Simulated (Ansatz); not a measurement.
# How the geometry moves the gap of SnWO4 (Pnna), part 2 of 2

Wanted: the change of the gap of SnWO4 (Pnna) on relaxing cell and ions.

Ansatz 0.2.0; r2SCAN, HSE06 and G0W0, plane waves, PAW. Known limits of the many-body steps: not at the basis limit; no spin-orbit coupling; coarse k mesh.

So far. Step 2 (r2SCAN bands at the given cell): The gap is indirect, with the least direct gap 0.06 eV higher. Step 4 (r2SCAN at the relaxed cell): The gap is indirect, with the least direct gap 0.05 eV higher.

### 5. HSE06 at the relaxed cell

The screened hybrid is the usual rung above semilocal functionals: a quarter of exact exchange, cut off beyond a few ångström.

This step: DFT, HSE06, plane waves, PAW.

The input, input.yaml:

```yaml
crystal:
  lattice:
    - [5.6279353211, 0.0, 0.0]
    - [0.0, 11.714654911, 0.0]
    - [0.0, 0.0, 5.0168541571]
  atoms:
    - { symbol: Sn, position: [0.25, 0.0, 0.2131986566] }
    - { symbol: Sn, position: [0.25, 0.5, 0.2868013434] }
    - { symbol: Sn, position: [0.75, 0.0, 0.7868013434] }
    - { symbol: Sn, position: [0.75, 0.5, 0.7131986566] }
    - { symbol: W, position: [0.661531319, 0.25, 0.25] }
    - { symbol: W, position: [0.838468681, 0.75, 0.25] }
    - { symbol: W, position: [0.338468681, 0.75, 0.75] }
    - { symbol: W, position: [0.161531319, 0.25, 0.75] }
    - { symbol: O, position: [0.3689163375, 0.2963955713, 0.9989612211] }
    - { symbol: O, position: [0.1310836625, 0.7036044287, 0.9989612211] }
    - { symbol: O, position: [0.3689163375, 0.2036044287, 0.5010387789] }
    - { symbol: O, position: [0.1310836625, 0.7963955713, 0.5010387789] }
    - { symbol: O, position: [0.6310836625, 0.7036044287, 0.0010387789] }
    - { symbol: O, position: [0.8689163375, 0.2963955713, 0.0010387789] }
    - { symbol: O, position: [0.6310836625, 0.7963955713, 0.4989612211] }
    - { symbol: O, position: [0.8689163375, 0.2036044287, 0.4989612211] }
    - { symbol: O, position: [0.0965263677, 0.3950941111, 0.6011804929] }
    - { symbol: O, position: [0.4034736323, 0.6049058889, 0.6011804929] }
    - { symbol: O, position: [0.0965263677, 0.1049058889, 0.8988195071] }
    - { symbol: O, position: [0.4034736323, 0.8950941111, 0.8988195071] }
    - { symbol: O, position: [0.9034736323, 0.6049058889, 0.3988195071] }
    - { symbol: O, position: [0.5965263677, 0.3950941111, 0.3988195071] }
    - { symbol: O, position: [0.9034736323, 0.8950941111, 0.1011804929] }
    - { symbol: O, position: [0.5965263677, 0.1049058889, 0.1011804929] }
kpoints:
  mp_grid: { grid: [4, 2, 4] }
  band_path:
    path:
      - [0.0, 0.0, 0.0]
      - [0.5, 0.0, 0.0]
      - [0.5, 0.5, 0.0]
      - [0.0, 0.5, 0.0]
      - [0.0, 0.0, 0.5]
      - [0.5, 0.0, 0.5]
      - [0.5, 0.5, 0.5]
      - [0.0, 0.5, 0.5]
      - [0.0, 0.0, 0.25]
      - [0.0, 0.4, 0.0]
      - [0.0, 0.0, 0.05]
    npoints: 1
hamiltonian:
  xc: hse06
scf:
  occupations: { method: fixed }
  n_extra_bands: 12
output:
  eigenvalues: true
```

Command:

```
$ ansatz run input.yaml --threads 24 --pin off --max-ram 82944MiB --backend cuda --events-out ev --progress --plain --runs-dir out --devices 1 --max-vram 78GiB
```

Numbers of over 12 decimals in the logs are rounded to 6 here.

Log:

```text
[...]
GPUs: using 1 of 1 available (devices: 1).
[...]
davidson cushion auto → on  (no smearing: the cushion is to keep the highest requested band from converging to the state above it; pin scf.eigensolver.cushion to override)
[...]
Crystal: 24 atoms, lattice volume = 330.758 Å³
Basis set: ecut = 420 eV, 6513 PW (Γ)
Bands: 116, of which v1, the nominal top of the filled ones, is band 104 counted from 1 (103 counted from 0)
Symmetry: 8 space group operations
[...]
k-points: 18 of 32
[...]
SCF 1 stopped early in 5 iterations: F = -74720.742134 eV  dr2 = 7.66e-5
[...]
hybrid outer 1: dexx = +1.159e-1 eV, tail = 7.89e-4 eV
[...]
SCF 3 converged in 6 iterations: F = -74735.175539 eV  dr2 = 1.01e-8
hybrid outer 2: dexx = +2.027e-5 eV, tail = 6.46e-7 eV, Δε = 4.27e-3 eV (about 1.66e-4 eV left of the loop's levels)
[...]
E_closure    = 0.000000  (closes the sum)
  Σ components = -74735.175533   (vs F -74735.175533, Δ=1.46e-11)
--- Band table (eV; the first three rows and the last of 18) ---
[...]
```

Wall time 41 s (1 × NVIDIA GB200 (shared by 2 runs) with 24 threads of Arm Neoverse V2, shared host); peak memory 3.3 GiB; 8.6 min of CPU time.

This step gave:

- gap: 2.108 eV
- valence top at: k = (0.000, 0.000, 0.250)
- conduction bottom at: c'
- least direct gap: 2.157 eV

The gap stands +0.57 eV against r2SCAN.

### 6. G0W0 at the relaxed cell

G0W0 replaces the xc potential by the self-energy, built once from these orbitals. Only a window of levels is corrected, while the sums run over the empty bands that the input names.

This step: G0W0 on r2SCAN, plane waves, PAW.

Edit input.yaml of step 5 so:

```diff
@@ -31,23 +31,12 @@
 kpoints:
-  mp_grid: { grid: [4, 2, 4] }
-  band_path:
-    path:
-      - [0.0, 0.0, 0.0]
-      - [0.5, 0.0, 0.0]
-      - [0.5, 0.5, 0.0]
-      - [0.0, 0.5, 0.0]
-      - [0.0, 0.0, 0.5]
-      - [0.5, 0.0, 0.5]
-      - [0.5, 0.5, 0.5]
-      - [0.0, 0.5, 0.5]
-      - [0.0, 0.0, 0.25]
-      - [0.0, 0.4, 0.0]
-      - [0.0, 0.0, 0.05]
-    npoints: 1
+  mp_grid: { grid: [2, 2, 4] }
 hamiltonian:
-  xc: hse06
+  xc: r2scan
 scf:
   occupations: { method: fixed }
-  n_extra_bands: 12
-output:
-  eigenvalues: true
+gw:
+  n_empty_bands: 458
+  ecut_chi: 72
+  qp_bands: [v4, c4]
+  qp_kpoints: band_edges
+  screening: { model: contour_deformation }
```

Log:

```text
GPUs: using 1 of 1 available (devices: 1).
[...]
Crystal: 24 atoms, lattice volume = 330.758 Å³
Basis set: ecut = 500 eV, 8393 PW (Γ), exchange–correlation on 180×360×160 points (64 copies of the dense FFT grid, shifted against one another)
Bands: 128, of which v1, the nominal top of the filled ones, is band 104 counted from 1 (103 counted from 0)
Symmetry: 8 space group operations
[...]
k-points: 12 of 16
[...]
10   107     11.1896   -16.1584    -3.9589   -21.2042  0.7607    12.3085    12.2765  root *
    10   108     11.1896   -16.1584    -3.9589   -21.2042  0.7607    12.3085    12.2765  root *
[...]
11   105     10.8275   -15.7334    -3.9076   -20.6753  0.7698    11.8853    11.8618  root
    11   106     10.8275   -15.7334    -3.9076   -20.6753  0.7698    11.8853    11.8618  root
    11   107     11.1333   -16.2976    -3.8500   -21.2469  0.7602    12.2651    12.2326  root
    11   108     11.1333   -16.2976    -3.8500   -21.2469  0.7602    12.2651    12.2326  root
[key lines of the parts left out:]
SCF converged after 8 iterations
```

Elapsed: 25 s, on 1 × NVIDIA GB200 (shared by 2 runs) with 24 threads; peak memory 4.4 GiB.

Numbers from this step:

```yaml
bands_summed: 562
rpa_eps_infinity_on_this_mesh_eigenvalues: 5.505, 5.746, 6.718
plane_waves_in_the_screening_matrix: 461
g0w0_gap_on_the_mesh: 2.637 eV
k_of_the_valence_top: 0, 0, 0.25
k_of_the_conduction_bottom: 0, 0, 0
starting_gap_on_the_mesh: 1.540 eV
least_direct_g0w0_gap_on_the_computed_points: 2.697 eV
```

The gap on the mesh goes from 1.54 eV to 2.64 eV, a correction of +1.10 eV. Between the two edge states, bare exchange in place of the xc potential would open the gap by 7.04 eV, and correlation takes back 5.94 eV.

### 7. G0W0 at the given cell

The input, input.yaml:

```yaml
crystal:
  lattice:
    - [5.627, 0.0, 0.0]
    - [0.0, 11.6486, 0.0]
    - [0.0, 0.0, 4.9973]
  atoms:
    - { symbol: Sn, position: [0.25, 0.0, 0.2196] }
    - { symbol: Sn, position: [0.25, 0.5, 0.2804] }
    - { symbol: Sn, position: [0.75, 0.0, 0.7804] }
    - { symbol: Sn, position: [0.75, 0.5, 0.7196] }
    - { symbol: W, position: [0.6677, 0.25, 0.25] }
    - { symbol: W, position: [0.8323, 0.75, 0.25] }
    - { symbol: W, position: [0.3323, 0.75, 0.75] }
    - { symbol: W, position: [0.1677, 0.25, 0.75] }
    - { symbol: O, position: [0.3765, 0.2987, 0.9988] }
    - { symbol: O, position: [0.1235, 0.7013, 0.9988] }
    - { symbol: O, position: [0.3765, 0.2013, 0.5012] }
    - { symbol: O, position: [0.1235, 0.7987, 0.5012] }
    - { symbol: O, position: [0.6235, 0.7013, 0.0012] }
    - { symbol: O, position: [0.8765, 0.2987, 0.0012] }
    - { symbol: O, position: [0.6235, 0.7987, 0.4988] }
    - { symbol: O, position: [0.8765, 0.2013, 0.4988] }
    - { symbol: O, position: [0.1019, 0.3961, 0.6037] }
    - { symbol: O, position: [0.3981, 0.6039, 0.6037] }
    - { symbol: O, position: [0.1019, 0.1039, 0.8963] }
    - { symbol: O, position: [0.3981, 0.8961, 0.8963] }
    - { symbol: O, position: [0.8981, 0.6039, 0.3963] }
    - { symbol: O, position: [0.6019, 0.3961, 0.3963] }
    - { symbol: O, position: [0.8981, 0.8961, 0.1037] }
    - { symbol: O, position: [0.6019, 0.1039, 0.1037] }
kpoints:
  mp_grid: { grid: [2, 2, 4] }
hamiltonian:
  xc: r2scan
scf:
  occupations: { method: fixed }
gw:
  n_empty_bands: 454
  ecut_chi: 72
  qp_bands: [v4, c4]
  qp_kpoints: band_edges
  screening: { model: contour_deformation }
```

Log:

```text
GPUs: using 1 of 1 available (devices: 1).
[...]
Crystal: 24 atoms, lattice volume = 327.556 Å³
Basis set: ecut = 500 eV, 8317 PW (Γ), exchange–correlation on 180×360×160 points (64 copies of the dense FFT grid, shifted against one another)
Bands: 128, of which v1, the nominal top of the filled ones, is band 104 counted from 1 (103 counted from 0)
Symmetry: 8 space group operations
[...]
k-points: 12 of 16
[...]
4   106     10.6153   -15.6681    -4.0572   -20.7739  0.7694    11.6887    11.6639  root
     4   107     11.3047   -15.8024    -3.9189   -20.7617  0.7637    12.3715    12.3451  root
[...]
11   105     10.9976   -15.8297    -3.9228   -20.7897  0.7689    12.0584    12.0348  root
    11   106     10.9976   -15.8297    -3.9228   -20.7897  0.7689    12.0584    12.0348  root
    11   107     11.2893   -16.3215    -3.8609   -21.2782  0.7598    12.4169    12.3851  root
    11   108     11.2893   -16.3215    -3.8609   -21.2782  0.7598    12.4169    12.3851  root
[key lines of the parts left out:]
SCF converged after 9 iterations
```

The job ended after 21 s (1 × NVIDIA GB200 (shared by 2 runs) with 24 threads; peak memory 4.3 GiB; 59 s of CPU time).

Numbers from this step:

```
bands summed                                 : 558
RPA ε∞ on this mesh (eigenvalues)            : 5.610, 5.828, 6.845
plane waves in the screening matrix          : 461
G0W0 gap on the mesh                         : 2.588 eV
k of the valence top                         : 0, 0, 0.25
k of the conduction bottom                   : 0, 0, 0
starting gap on the mesh                     : 1.507 eV
least direct G0W0 gap on the computed points : 2.650 eV
```

The gap on the mesh goes from 1.51 eV to 2.59 eV, a correction of +1.08 eV. Between the two edge states, bare exchange in place of the xc potential would open the gap by 7.05 eV, and correlation takes back 5.97 eV.

### 8. Together

G0W0 rows are gaps on the mesh, lowered by the amount that the mesh misses the start's edges, a rough step that assumes the same correction there.

```
      level  given cell (eV)  relaxed cell (eV)  change (eV)
     r2SCAN             1.50               1.54        +0.03
      HSE06                -               2.11            -
G0W0@r2SCAN             2.59               2.63        +0.05
```

### 9. Results

```json
{
  "volume change": "+1.0 %",
  "r2SCAN, given cell": "1.50 eV",
  "r2SCAN, relaxed cell": "1.54 eV",
  "HSE06, relaxed cell": "2.11 eV",
  "G0W0@r2SCAN, relaxed cell": "2.63 eV",
  "G0W0@r2SCAN, given cell": "2.59 eV",
  "known limits": "not at the basis limit; no spin-orbit coupling; coarse k mesh"
}
```

Relaxation changes the volume by +1.0 % and the gap by +0.03 eV (r2SCAN) and +0.05 eV (G0W0@r2SCAN). Bands and cutoff are finite, so the gap is not at the basis limit. The miss can reach some tenths of an eV and take either sign; the mesh is an error of its own. The 2×2×4 mesh is coarse for this cell (its supercell is 11 Å along the shortest edge). The RPA ε∞ on it, from the r2SCAN start, is 5.61, 5.83 and 6.85; such meshes misread the long-range screening, most where the gap is narrow. The many-body steps are scalar-relativistic: spin-orbit coupling is not in them.

[Paths, hosts, dates, memory and timing lines, banners, echoed tables and standing remarks are left out of the program output.]

[Logs are printed without paths, hosts, clocks, repeated set-up lines and the standing remarks that a program may print on its own settings, such as how far it seeks lower states.]

[Runs of the session that timed out or met a known fault of the program may be left out.]

[Cells called generated may have been cut or substituted from an entry of the Crystallography Open Database or the Materials Project.]

[Hosts, paths, dates, database ids (printed as entryN), source tags and the programs' standing remarks are cut or masked in the printed files.]
